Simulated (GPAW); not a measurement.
# H2 in line between two Mo chains: relaxation, then transmission at several levels, part 2 of 2

Aim: the conductance of H2 in line between two Mo chains after relaxation, and whether geometry, basis or functional moves it most.

GPAW 26.7.0; GPAW LCAO, PAW setups; relaxation of the junction within the symmetry of its start, lead ends held (the session's first sound run).

So far, transmission at the Fermi level (one spin): step 3 (double-zeta polarised basis, PBE, GPAW) 1.06; step 4 (basis szp(dzp), PBE, GPAW) 1.05; step 5 (basis sz(dzp), PBE, GPAW) 1.04; step 6 (RPBE) 1.06.

### 7. The structure as built: geometry = "as built"

Level of this step: GPAW LCAO, PAW setups; Landauer transmission from Green's functions with principal layers (ASE), zero bias (GPAW).

The dzp basis with PBE on the structure as first built shows what the relaxation was worth.

Input file run.py:

```python
import json
import numpy as np
from ase import Atoms
from ase.transport.calculators import TransportCalculator
from gpaw import GPAW, FermiDirac
from gpaw.lcao.tools import get_lcao_hamiltonian
from scipy.linalg import eigh

# The junction with lead layers at both ends, along the third cell vector
device = Atoms(
    ['Mo', 'Mo', 'Mo', 'Mo', 'Mo', 'Mo', 'Mo', 'Mo', 'H', 'H', 'Mo', 'Mo', 'Mo', 'Mo', 'Mo', 'Mo', 'Mo', 'Mo'],
    positions=[
        [4.50000, 4.50000, 1.12500],
        [4.50000, 4.50000, 3.37500],
        [4.50000, 4.50000, 5.62500],
        [4.50000, 4.50000, 7.87500],
        [4.50000, 4.50000, 10.12500],
        [4.50000, 4.50000, 12.37500],
        [4.50000, 4.50000, 14.62500],
        [4.50000, 4.50000, 16.87500],
        [4.50000, 4.50000, 18.25640],
        [4.50000, 4.50000, 19.10640],
        [4.50000, 4.50000, 20.48780],
        [4.50000, 4.50000, 22.73780],
        [4.50000, 4.50000, 24.98780],
        [4.50000, 4.50000, 27.23780],
        [4.50000, 4.50000, 29.48780],
        [4.50000, 4.50000, 31.73780],
        [4.50000, 4.50000, 33.98780],
        [4.50000, 4.50000, 36.23780]],
    cell=[[9.0, 0.0, 0.0], [0.0, 9.0, 0.0], [0.0, 0.0, 37.3628]],
    pbc=True)

# One principal layer of the lead: the first 5 atoms of the device
lead = Atoms(
    ['Mo', 'Mo', 'Mo', 'Mo', 'Mo'],
    positions=[
        [4.50000, 4.50000, 1.12500],
        [4.50000, 4.50000, 3.37500],
        [4.50000, 4.50000, 5.62500],
        [4.50000, 4.50000, 7.87500],
        [4.50000, 4.50000, 10.12500]],
    cell=[[9.0, 0.0, 0.0], [0.0, 9.0, 0.0], [0.0, 0.0, 11.25]],
    pbc=True)

settings = dict(mode='lcao', basis='dzp', xc='PBE', h=0.2,
                occupations=FermiDirac(0.1), maxiter=250,
                mixer=dict(beta=0.1, nmaxold=8, weight=100.0),
                convergence=dict(density=0.0001))
energies = np.arange(-2, 2 + 1e-9, 0.025)
eta = 0.0001
n1, n2 = 1, 1
# k and -k transmit alike, so half of the mesh across the current serves
mesh = [(i, j) for i in range(n1) for j in range(n2) if (i, j) <= (-i % n1, -j % n2)]
weights = np.array([1 if (i, j) == (-i % n1, -j % n2) else 2 for i, j in mesh]) / (n1 * n2)

# [... helper functions left out ...]
fermi_lead = ground_state(lead, (1, 1, 10), 'lead.txt')
fermi_device = ground_state(device, (1, 1, 2), 'device.txt')
# [... loop over the mesh left out, but for ...]
        # Shift the lead onto the potential of the device's first layer
        shift = ((H[:, 0, 0] - H0[:, 0, 0]) / S0[0, 0]).real.mean()
# [...]
kT = 8.617333e-5 * 300
bias = [0.1, 0.2, 0.5, 1.0, 1.5, 2.0]
# [... integrals and printing left out ...]
```

Launch:

```
OMP_NUM_THREADS=1 OPENBLAS_NUM_THREADS=1 python run.py
```

What it wrote:

```text
basis functions: device 474, principal layer 145
Fermi level: lead -2.7421 eV, device -2.7149 eV; lead shifted by -0.0034 eV
largest coupling past the next layer 2.80e-05 eV, largest misfit of the first layer 0.097 eV
  E-E_F (eV)   T (one spin)  [channel counts left out]
    -2.000    1.1339e+00
    -1.975    1.1368e+00
    -1.950    1.1397e+00
[...]
1.975    2.7131e+00
     2.000    1.0944e+00
conductance at 300 K: 1.7473 G0 a cell; thermopower -0.8876 uV/K
current from the zero-bias T(E) at 0.1 V: 13.535 uA
current from the zero-bias T(E) at 0.2 V: 27.053 uA
current from the zero-bias T(E) at 0.5 V: 67.356 uA
current from the zero-bias T(E) at 1.0 V: 133.02 uA
current from the zero-bias T(E) at 1.5 V: 196.15 uA
current from the zero-bias T(E) at 2.0 V: 257.21 uA
```

The job ended after 5.1 min (1 thread of Arm Neoverse V1, shared host; peak memory 1.5 GiB).

Numbers from this step:

```yaml
conductance: 1.747 G₀
largest_coupling_past_the_next_principal_layer: 2.80e-5 eV
largest_misfit_of_the_first_principal_layer: 0.09685 eV
shift_that_aligns_the_lead: -0.003429 eV
transmission_at_the_fermi_level_one_spin: 1.748
```

The conductance, 1.75 G₀, lies 65 % above that of the dzp run.

### 8. All levels side by side

Times are for 1 thread of Arm Neoverse V1, shared host. The runs compared:

| no. | run | conductance (G₀) | time | memory (GiB) |
| --- | --- | --- | --- | --- |
| 1 | dzp | 1.060 | 5.2 min | 1.5 |
| 2 | szp | 1.049 | 2.7 min | 1.4 |
| 3 | sz | 1.042 | 2.1 min | 1.4 |
| 4 | dzp RPBE | 1.055 | 5 min | 1.5 |
| 5 | asbuilt | 1.747 | 5.1 min | 1.5 |

### 9. The levels side by side

The curves are compared point by point over the common energies.

This step: comparison of transmission and cost over codes, levels and geometry (GPAW 26.7.0).

Ladder, by row:

```csv
step,code,T at the Fermi level (sum over the listed spins),conductance (G0),r.m.s. T(E) from the first,wall time (s),peak memory (GiB),threads
dzp,GPAW,1.06,1.06,0,310.5,1.5,1
szp,GPAW,1.049,1.049,0.2758,162.6,1.42,1
sz,GPAW,1.042,1.042,0.3028,126.1,1.35,1
dzp-RPBE,GPAW,1.056,1.055,0.1009,301.3,1.5,1
asbuilt,GPAW,1.748,1.747,0.7275,308.4,1.5,1
```

The transmission, zone mean, sum over the listed spins by energy, zero at the Fermi level:

```csv
energy (eV),dzp,szp,sz,dzp-RPBE,asbuilt
-2.000,0.256,0.341,0.376,0.273,1.13
-1.800,0.0943,0.222,0.259,0.112,1.16
-1.600,0.00907,0.0998,0.127,0.00864,1.17
-1.400,0.643,0.0114,0.0137,0.646,1.21
-1.200,0.702,0.664,0.690,0.697,1.26
-1.000,0.780,0.749,0.752,0.775,1.32
-0.800,0.835,0.822,0.833,0.832,1.39
-0.600,0.892,0.878,0.885,0.887,1.49
-0.400,0.962,0.946,0.949,0.955,1.60
-0.200,1.02,1.01,1.01,1.02,1.69
0.000,1.06,1.05,1.04,1.06,1.75
0.200,1.08,1.07,1.06,1.08,1.78
0.400,1.09,1.08,1.07,1.09,1.78
0.600,1.11,1.09,1.07,1.11,1.78
0.800,1.13,1.11,1.08,1.13,1.78
1.000,1.16,1.13,1.09,1.16,1.81
1.200,1.23,1.17,1.12,1.23,1.86
1.400,1.33,1.22,1.15,1.33,1.95
1.600,1.54,1.32,1.21,1.55,2.11
1.800,2.55,1.49,1.33,2.90,2.42
1.825,2.95,1.51,1.35,3.07,2.48
1.850,2.98,1.55,1.37,2.32,2.57
2.000,1.12,1.85,1.55,1.16,1.09
```

### 10. Other settings

One more run, with changed settings.

This step: GPAW LCAO, PAW setups; Landauer transmission from Green's functions with principal layers (ASE), zero bias (GPAW 26.7.0).

Edit run.py of step 7 so:

```diff
@@ -19,6 +19,6 @@
         [4.50000, 4.50000, 14.62500],
-        [4.50000, 4.50000, 16.87500],
-        [4.50000, 4.50000, 18.25640],
-        [4.50000, 4.50000, 19.10640],
-        [4.50000, 4.50000, 20.48780],
+        [4.50000, 4.50000, 16.61435],
+        [4.50000, 4.50000, 18.27061],
+        [4.50000, 4.50000, 19.09219],
+        [4.50000, 4.50000, 20.74845],
         [4.50000, 4.50000, 22.73780],
@@ -46,3 +46,3 @@
 settings = dict(mode='lcao', basis='dzp', xc='PBE', h=0.2,
-                occupations=FermiDirac(0.1), maxiter=250,
+                occupations=FermiDirac(2.0), maxiter=50,
                 mixer=dict(beta=0.1, nmaxold=8, weight=100.0),
```

What it wrote:

```text
gpaw.KohnShamConvergenceError
```

The job ended after 2.6 min (1 thread; peak memory 0.49 GiB).

No converged result was reached; the numbers in the log don't describe the system.

The fault put into the input: a smearing of electronvolts, under a cap of 50 iterations, which ended the run (width = 2.0).

### 11. Outcome

| Property | Result |
| --- | --- |
| conductance | 1.06 G₀ |
| transmission at the Fermi level, mean of the spins | 1.06 |

**Reading.** In the dzp basis the junction conducts 1.06 G₀ at 300 K, with T = 1.06 a spin at the Fermi level; the sz basis reaches that conductance within 10 %. Relaxation moved atoms by up to 0.26 Å and took the conductance from 1.75 to 1.06 G₀, as a ratio a larger change than the step from dzp to the minimal basis. At the Fermi level the three most open eigenchannels pass 0.99, 0.024 and 0.024. Measured against the first run (dzp), the nearest curve is that of dzp-RPBE (r.m.s. 0.10) and the farthest that of asbuilt (0.73). Over the compared runs wall time goes from 126 s (sz) to 310 s (dzp), on a shared host. The leads kept an estimated spacing and the cell its length, so the junction may be under some tension or compression. The geometry comes from the orbital basis, which tends to overbind, and kept the symmetry of the start, so a structure of lower symmetry may lie lower. The run had no spin polarisation, so a magnetic state, which chains and small molecules with open shells often have, wasn't tested. An evenly spaced straight chain is an idealisation: free chains tend to dimerise, zigzag or, where a band edge lies near the Fermi level, turn magnetic. The currents use the zero-bias T(E) throughout, which holds only while the bias is small against the distance to the nearest feature. The thermopower isn't quoted: it samples T(E) farther from the Fermi level than the conductance does, and the energy grid wasn't tested for it.

[Logs are printed without paths, hosts, clocks, repeated set-up lines and the standing remarks that a program may print on its own settings, such as how far it seeks lower states.]

[Hosts, paths, dates, database ids (printed as entryN), source tags and the programs' standing remarks are cut or masked in the printed files.]
